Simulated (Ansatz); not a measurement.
# C_Ca in CaO (Fm-3m): charge-transition levels and formation energies

Charge states of C_Ca in CaO (Fm-3m), set against the band edges. Model: a cell of 54 host atoms with 1 Ca taken out and 1 C put in.

Main program and level: Ansatz 0.2.0; place-levels on r2SCAN runs: charge-transition levels and formation energies with image-charge correction and potential alignment at the atomic sites; PAW set soft_1.

## 1. The starting structure

The cell holds 54 atoms: 26 Ca, 27 O and 1 C. Its edges and angles: a = 10.173 Å, b = 10.173 Å, c = 10.173 Å, α = 60.0°, β = 60.0°, γ = 60.0°. It derives from CaO (space group Fm-3m). Nearest the centre at fractional (0.667, 0.667, 0.333): C51 at 0.00 Å, O28 at 2.40 Å, O44 at 2.40 Å, O32 at 2.40 Å, O34 at 2.40 Å, O46 at 2.40 Å, O50 at 2.40 Å, Ca21 at 3.39 Å.

As a file:

```xyz
54
Lattice="0.0000 7.1931 7.1931 7.1931 0.0000 7.1931 7.1931 7.1931 0.0000" Properties=species:S:1:pos:R:3 pbc="T T T"
Ca    0.0000    0.0000    0.0000
O     2.3977    2.3977    2.3977
Ca    2.3977    2.3977    0.0000
O     4.7954    4.7954    2.3977
Ca    4.7954    4.7954    0.0000
O     7.1931    7.1931    2.3977
Ca    2.3977    0.0000    2.3977
O     4.7954    2.3977    4.7954
Ca    4.7954    2.3977    2.3977
O     7.1931    4.7954    4.7954
Ca    7.1931    4.7954    2.3977
O     9.5908    7.1931    4.7954
Ca    4.7954    0.0000    4.7954
O     7.1931    2.3977    7.1931
Ca    7.1931    2.3977    4.7954
O     9.5908    4.7954    7.1931
Ca    9.5908    4.7954    4.7954
O    11.9885    7.1931    7.1931
Ca    0.0000    2.3977    2.3977
O     2.3977    4.7954    4.7954
Ca    2.3977    4.7954    2.3977
O     4.7954    7.1931    4.7954
Ca    4.7954    7.1931    2.3977
O     7.1931    9.5908    4.7954
Ca    2.3977    2.3977    4.7954
O     4.7954    4.7954    7.1931
Ca    4.7954    4.7954    4.7954
O     7.1931    7.1931    7.1931
Ca    7.1931    7.1931    4.7954
O     9.5908    9.5908    7.1931
Ca    4.7954    2.3977    7.1931
O     7.1931    4.7954    9.5908
Ca    7.1931    4.7954    7.1931
O     9.5908    7.1931    9.5908
Ca    9.5908    7.1931    7.1931
O    11.9885    9.5908    9.5908
Ca    0.0000    4.7954    4.7954
O     2.3977    7.1931    7.1931
Ca    2.3977    7.1931    4.7954
O     4.7954    9.5908    7.1931
Ca    4.7954    9.5908    4.7954
O     7.1931   11.9885    7.1931
Ca    2.3977    4.7954    7.1931
O     4.7954    7.1931    9.5908
Ca    4.7954    7.1931    7.1931
O     7.1931    9.5908    9.5908
Ca    7.1931    9.5908    7.1931
O     9.5908   11.9885    9.5908
Ca    4.7954    4.7954    9.5908
O     7.1931    7.1931   11.9885
C     7.1931    7.1931    9.5908
O     9.5908    9.5908   11.9885
Ca    9.5908    9.5908    9.5908
O    11.9885   11.9885   11.9885
```

Screening for the image-charge correction: ε∞ = 3.85, ε0 = 16.67, computed on the host (DFPT, PBEsol, on the r2SCAN cell), and a cell off the functional's own equilibrium shifts the ionic part.

The cell's shortest repeat is 10.2 Å.

## 2. What was run first

Levels follow from differences of total energies between charge states, each relaxed by itself.

Each atom starts 0.05 Å or so off its site in a random direction: a symmetric start keeps its symmetry, and would miss off-centre moves and Jahn–Teller distortions. Forces are taken at one point at (¼, ¼, ¼). The cell holds 1 electron more than the neutral one, with a uniform background that keeps it neutral on the whole. The electron count is odd, so at least one spin is unpaired; this run locks the moment at 1 μB.

The sampling was tested on the host first: at the k-points planned (1x1x1 shifted 0.25 0.25 0.25) its energy lies 0.005 eV an atom from the dense-mesh value, under the bound of 0.02 eV set for this test; that bounds the host's error, not the defect's.

One of the inputs; charge, spin and start change from state to state.

File qm1_M1.relax/input.yaml:

```yaml
crystal:
  lattice:
    - [0.0, 2.39769239, 2.39769239]
    - [2.39769239, 0.0, 2.39769239]
    - [2.39769239, 2.39769239, 0.0]
  atoms:
    - { symbol: Ca, position: [0.0, 0.0, 0.0] }
    - { symbol: O, position: [0.5, 0.5, 0.5] }
  supercell: [3, 3, 3]
  defects: [{ substitution: { at: 50, symbol: C } }]
total_charge: -1
basis:
  ecutwfc: 500
  xc_grid: 2
hamiltonian:
  xc: r2scan
  pseudopotentials: { kind: paw, azcp: { folder: soft_1 } }
kpoints:
  mp_grid: { grid: [1, 1, 1], shift: [0.25, 0.25, 0.25] }
magnetization:
  spin_polarized: true
  initial_magnetization: 1
  spin_locking: { lock_magnetization: hard }
scf:
  occupations: { method: fixed }
  max_iter: 80
output:
  forces: true
  charged_corrections: { epsilon: 3.85, static_epsilon: 16.67 }
relax:
  f_tol: 0.02
  max_steps: 80
  random_displacement: { amplitude: 0.05, seed: 5726 }
checkpoint:
  write: "../qm1_M1.relax.run"
  compress: false
  write_wavefunctions: true
  write_every: 100000
```

Run with:

```bash
$ ansatz run input.yaml --threads 4 --pin off --max-ram 15073MiB --backend cpu --events-out ev --progress --plain --runs-dir out
```

Defect states can disperse in a cell of this size, so the energy is taken again at a 2×2×2 shifted mesh, on the relaxed structure.

The run of this state that the levels use, under r2SCAN:

File qm1_M1.point/input.yaml:

```yaml
crystal:
  checkpoint: "../qm1_M1.relax.run"
  host: checkpoint
total_charge: -1
basis:
  ecutwfc: 500
  xc_grid: 2
hamiltonian:
  xc: r2scan
  pseudopotentials: { kind: paw, azcp: { folder: soft_1 } }
kpoints:
  mp_grid: { grid: [2, 2, 2], shift: [0.5, 0.5, 0.5] }
magnetization:
  spin_polarized: true
  initial_magnetization: 1
  spin_locking: { lock_magnetization: hard }
scf:
  occupations: { method: fermi_dirac, width: 0.01 }
  max_iter: 80
output:
  forces: true
  eigenvalues: true
  charged_corrections:
    epsilon: 3.85
    static_epsilon: 16.67
    defect_position: [0.666667, 0.666667, 0.333333]
  eigenstates: { localisation: true }
  populations: true
  efg: {}
checkpoint:
  read: "../qm1_M1.relax.run"
  write: "../qm1_M1.point.run"
  compress: false
  write_wavefunctions: false
  write_every: 100000
```

Relaxations under r2SCAN at one point at (¼, ¼, ¼); times on 4 threads of Arm Neoverse V1, shared host:

```tsv
charge	moment (μB)	occupations	outcome	steps	largest displacement against the far atoms (Å)	time
−1	1	fixed	converged	16	1.25	10 min
0	0	fixed	converged	13	0.63	3.5 min
+1	1	fixed	converged	14	0.81	10 min
+2	0	fixed	not converged	-	-	81 s
+2	0	fermi-dirac	converged	18	1.13	5.9 min
+2	2	fixed	converged	18	0.80	13 min
```

Single points under r2SCAN at a 2×2×2 shifted mesh; times on 4 threads of Arm Neoverse V1, shared host:

```tsv
charge	moment (μB)	occupations	outcome	time
−1	1	fermi-dirac	converged	5.1 min
0	0	fermi-dirac	converged	1.8 min
+1	1	fermi-dirac	converged	4.2 min
+2	0	fermi-dirac	converged	1.8 min
+2	2	fermi-dirac	converged	4.4 min
```

Distances (Å) from C51 to the nearest atoms after relaxation with r2SCAN:

```tsv
charge	moment (μB)	1.	2.	3.	4.	5.	6.
−1	1	O 1.27	Ca 2.71	Ca 2.72	Ca 2.80	Ca 2.81	O 2.85
0	0	O 1.20	O 2.60	O 2.61	O 2.62	O 2.62	Ca 3.13
+1	1	O 1.27	O 1.27	O 2.66	O 2.68	Ca 2.82	Ca 3.14
+2	0	O 1.30	O 1.30	O 1.30	Ca 2.75	Ca 2.75	Ca 2.76
+2	2	O 1.27	O 1.27	O 2.66	O 2.69	Ca 2.82	Ca 3.14
```

## 3. place-levels, r2SCAN

A charged cell interacts with its images and the background, and its potential has another zero than the host's. place-levels removes the first by a point-charge model, screened by the static dielectric constant since the ions have relaxed around the charge, and the second by comparing potentials at atoms far from the defect.

The host is a run of the defect-free crystal in the same cutoffs, grids and k-points, so that basis and sampling errors cancel in part in the differences. The host is run in a cell of 2 atoms on a matching mesh. Its band edges are searched through the zone by a band path, so the gap is smaller than, or equal to, that on the mesh. Chemical potentials are energies per atom of Ca (fcc) and C (diamond), run with the same functional and cutoff. Carbon is taken as diamond, which semilocal functionals can put about 0.1 eV an atom over graphite.

File levels.point.yaml:

```yaml
host:
  run: host.point.run
states: [qm1_M1.point.run, q0.point.run, qp1_M1.point.run, qp2.point.run, qp2_M2.point.run]
geometry_from:
  qm1_M1.point.run: qm1_M1.relax.run
  q0.point.run: q0.relax.run
  qp1_M1.point.run: qp1_M1.relax.run
  qp2.point.run: qp2.relax_smeared.run
  qp2_M2.point.run: qp2_M2.relax.run
chemical_potentials:
  Ca:
    energy: -1821.671293
    dataset: <sha256 of the dataset>
  C:
    energy: -251.553391
    dataset: "<sha256 of the dataset>"
epsilon: 3.85
static_epsilon: 16.67
vertical:
  - { from: qm1_M1.point.run, to: qm1_M1.point_neutral.run }
  - { from: qp1_M1.point.run, to: qp1_M1.point_neutral.run }
  - { from: qp2.point.run, to: qp2.point_neutral.run }
  - { from: qp2_M2.point.run, to: qp2_M2.point_neutral.run }
```

Run with:

```bash
$ ansatz place-levels levels.point.yaml -- --threads 4 --pin off --max-ram 15073MiB
```

Numbers of over 12 decimals in the logs are rounded to 6 here.

Output:

```text
[... repeated set-up lines and file paths are left out, and long positions are rounded to six places ...]
(+2/+1) 3.335 eV above the valence edge, 0.862 eV under the conduction edge; not on the lower envelope
(+1/0) 1.950 eV above the valence edge, 2.247 eV under the conduction edge; not on the lower envelope
(0/-1) 2.975 eV above the valence edge, 1.222 eV under the conduction edge
(+2/0) 2.643 eV above the valence edge, 1.555 eV under the conduction edge: charges between them are lowest nowhere
formation energy of charge +2: +3.632 eV with the Fermi level at the valence edge
formation energy of charge +1: +6.967 eV with the Fermi level at the valence edge
formation energy of charge 0: +8.917 eV with the Fermi level at the valence edge
formation energy of charge -1: +11.892 eV with the Fermi level at the valence edge
vertical -1 to 0: no energy, since no alignment is typed
  the change from vertical[0].from (qm1_M1.point.run) to vertical[0].to (qm1_M1.point_neutral.run): by its potential at epsilon 3.85 it stands at 0.560 0.773 0.226, with an rms radius of about 1.8 Å (1.0 1.1 1.1 Å across the planes of the cell's vectors); [...]
vertical +1 to 0: no energy, since no alignment is typed
  the change from vertical[1].from (qp1_M1.point.run) to vertical[1].to (qp1_M1.point_neutral.run): by its potential at epsilon 3.85 it stands at 0.666 0.666 0.423, with an rms radius of about 1.2 Å (0.7 0.7 0.8 Å across the planes of the cell's vectors); [...]
vertical +2 to 0: no energy, since no alignment is typed
  the change from vertical[2].from (qp2.point.run) to vertical[2].to (qp2.point_neutral.run): by its potential at epsilon 3.85 it stands at 0.805 0.465 0.472, with an rms radius of about 4.4 Å (2.7 2.1 2.7 Å across the planes of the cell's vectors); [...]
vertical +2 to 0: no energy, since no alignment is typed
  the change from vertical[3].from (qp2_M2.point.run) to vertical[3].to (qp2_M2.point_neutral.run): by its potential at epsilon 3.85 it stands at 0.693 0.661 0.327, with an rms radius of about 2.8 Å (1.8 1.6 1.6 Å across the planes of the cell's vectors); [...]
  edges by r2scan, gap 4.197 eV; the host is sampled to repeats of 20.35 Å
  the defect's cells are sampled to repeats of 20.35 Å, like sampling
  charge +2: -63081.6553 eV with its correction of +0.081 eV, at epsilon 16.67, aligned at sites: -0.2346 eV, mean over 21 atomic sites at or beyond 5.09 Å from the defect at [0.6667, 0.6667, 0.3333], with +0.000000 for the charge's moments and without [...]
  charge +1: -63070.8831 eV with its correction of -0.096 eV, at epsilon 16.67, aligned at sites: -0.2341 eV, mean over 21 atomic sites at or beyond 5.09 Å from the defect at [0.6667, 0.6667, 0.3333], with +0.000000 for the charge's moments and without [...]
  charge 0: +0.000 eV for its dipole among its images, +0.000 omitted
  charge -1: -63051.0843 eV with its correction of +0.401 eV, at epsilon 16.67, aligned at sites: -0.2638 eV, mean over 21 atomic sites at or beyond 5.09 Å from the defect at [0.6667, 0.6667, 0.3333], with -0.000000 for the charge's moments and without [...]
  charge +2: states[4] (qp2_M2.point.run) stands 3.643 eV higher, with a moment of 2.00 μB against 0.00
  states[4] (qp2_M2.point.run): levels filled in part (TS 0.005 eV): its energy is of no whole electron's
  of states[3] (qp2.point.run): it parts from the run at its places by a charge that spreads by about 2.7 Å along one vector (1.4 Å or more is wide), by its potential at epsilon 3.85, taken for that of held ions (one typed too small widens it), where the cell [...]
  of states[2] (qp1_M1.point.run): its alignment with the host at atomic sites is doubtful: the cell is too small to show whether the defect's potential has decayed: take a larger one; stability_check_not_made
  of states[1] (q0.point.run): its alignment with the host at atomic sites is doubtful: the cell is too small to show whether the defect's potential has decayed: take a larger one
  of states[0] (qm1_M1.point.run): its alignment with the host at atomic sites is doubtful: the cell is too small to show whether the defect's potential has decayed: take a larger one; stability_check_not_made
  of states[4] (qp2_M2.point.run): it parts from the run at its places by a charge that spreads by about 1.8 Å along one vector (1.4 Å or more is wide), by its potential at epsilon 3.85, taken for that of held ions (one typed too small widens it), where the [...]
  of vertical[0].from (qm1_M1.point.run): stability_check_not_made
  of vertical[1].from (qp1_M1.point.run): stability_check_not_made
  of vertical[2].from (qp2.point.run): it parts from the run at its places by a charge that spreads by about 2.7 Å along one vector (1.4 Å or more is wide), by its potential at epsilon 3.85, taken for that of held ions (one typed too small widens it), where [...]
  vertical[2].to (qp2.point_neutral.run): levels filled in part (TS 0.003 eV): its energy is of no whole electron's
  vertical[3].from (qp2_M2.point.run): levels filled in part (TS 0.005 eV): its energy is of no whole electron's
  of vertical[3].from (qp2_M2.point.run): its moments are held at its close (magnetization.spin_locking), by a field of 0.183 eV a Bohr magneton, and its energy and levels are of the state that this holds: a run that lets them go can end lower; [...]
```

Run time: 0.6 s. Hardware: 4 threads of Arm Neoverse V1, shared host.

Levels between the charges placed, in eV above the valence top:

```tsv
	gap (eV)	(+2/+1)	(+1/0)	(0/−1)
r2SCAN	4.20	3.34	1.95	2.97
```

Corrections by state:

```tsv
charge	moment (μB)	image terms and alignment (eV)	band filling (eV)	ε used	over the lowest of its charge, as the program ranks them, band filling apart (eV)
+2	0.0	0.081	-	16.67	0.000
+1	1.0	-0.096	-	16.67	0.000
0	0.0	0.000	-	-	0.000
−1	1.0	0.401	-	16.67	0.000
+2	2.0	-0.033	-	16.67	3.643
```

The charged structures listed were also run neutral, and place-levels reads from each pair, by the potential or the spins, how wide the charge is by which they differ; that can be the carrier of either run.

```tsv
charge	rms radius (Å)	spread where it is widest against the cell (Å)	wide from (Å)	reading
+2	4.4	2.73	1.44	wide
+1	1.2	0.82	1.44	narrow
−1	1.8	1.05	1.44	narrow
```

The neutral runs of these pairs need not share the spin of the lowest neutral state, and very wide values only mean spread over the cell.

From the program's caveats on the states, each cut to its opening words:

- charge +2: it parts from the run at its places by a charge that spreads by about 2.7 Å along one vector (1.4 Å or more is wide), by its potential at epsilon 3.85, taken [...]
- charge +2, +1 (1 μB), 0, −1 (1 μB), +2 (2 μB): its alignment with the host at atomic sites is doubtful: the cell is too small to show whether the defect's potential has decayed: take a larger one
- charge +1 (1 μB), −1 (1 μB), +2 (2 μB): flagged: stability check not made
- charge +2 (2 μB): it parts from the run at its places by a charge that spreads by about 1.8 Å along one vector (1.4 Å or more is wide), by its potential at epsilon 3.85, taken [...]
- charge +2 (2 μB): its moments are held at its close (magnetization.spin_locking), by a field of 0.183 eV a Bohr magneton, and its energy and levels are of the state that this [...]

Chemical potentials of the elements' reference phases, run alike. Formation energy by charge state (elemental references; gap 4.20 eV):

```tsv
charge	at valence top (eV)	at conduction bottom (eV)	correction included (eV)
+2	3.63	12.03	0.08
+1	6.97	11.16	-0.10
0	8.92	8.92	0.00
−1	11.89	7.69	0.40
```

Fermi level (eV), lowest formation energy (eV) and a bar from the least value:
```
     0.00       3.63 
     0.38       4.39 ####
     0.76       5.16 #########
     1.14       5.92 #############
     1.53       6.68 #################
     1.91       7.44 ######################
     2.29       8.21 ##########################
     2.67       8.92 ##############################
     3.05       8.84 ##############################
     3.43       8.46 ###########################
     3.82       8.08 #########################
     4.20       7.69 #######################
```

## 4. Results

| Property | Result |
| --- | --- |
| gap of the host | 4.20 eV (r2SCAN) |
| level (plus 2/plus 1) | 3.34 eV above the valence top, not a change between lowest states |
| level (plus 1/0) | 1.95 eV above the valence top, not a change between lowest states |
| level (0/minus 1) | 2.97 eV above the valence top |
| level (plus 2/0) | 2.64 eV above the valence top |
| lowest of the charges placed, just above the valence top (0.02 eV) | +2 |
| lowest of the charges placed, just below the conduction bottom (0.02 eV) | −1 |
| lowest formation energy at mid-gap of the charges run, elemental references | 7.83 eV |

Of the charges placed (−1, 0, +1 and +2), the lowest changes at 2.64 eV (+2/0) and 2.97 eV (0/−1) above the valence top, in a gap of 4.20 eV. (+2/0) passes over charge +1, which lies 0.69 eV above the two there; a lower structure or spin state of it, if missed, would change that. Charges above +2 and below −1 were not placed, so these runs say nothing of levels that involve them. States placed: +2 at 0 μB and 2 μB; +1 at 1 μB; 0 at 0 μB; −1 at 1 μB. Other spin states or structures, where not listed, weren't placed. At charge −1, +1 and +2 the atom put in ends up to 1.2 Å from its starting place, so the name tells the start alone and the levels can join different sites. C is taken at its element; compounds, which aren't counted here, bound the chemical potentials and would shift these formation energies. The program doubts the alignment of potentials for at least one state, a sign that the cell is small. What this leaves open: r2SCAN makes the gap too small and tends to spread out bound carriers; where a gas molecule sets a chemical potential or the host's formation energy, its binding is uncorrected.

[Logs are printed without paths, hosts, clocks, repeated set-up lines and the standing remarks that a program may print on its own settings, such as how far it seeks lower states.]

[Hosts, paths, dates, database ids (printed as entryN), source tags and the programs' standing remarks are cut or masked in the printed files.]

[Where a table of states has a column of steps, it counts the stored structures, which are thinned; the runs took as many ionic steps or more.]

[A defect's name tells the site on which it was built; relaxed atoms can leave that site.]

[For some hosts the program warned that the k-mesh of the response run may be too coarse for force constants and the static dielectric constant; such warnings are not shown here.]
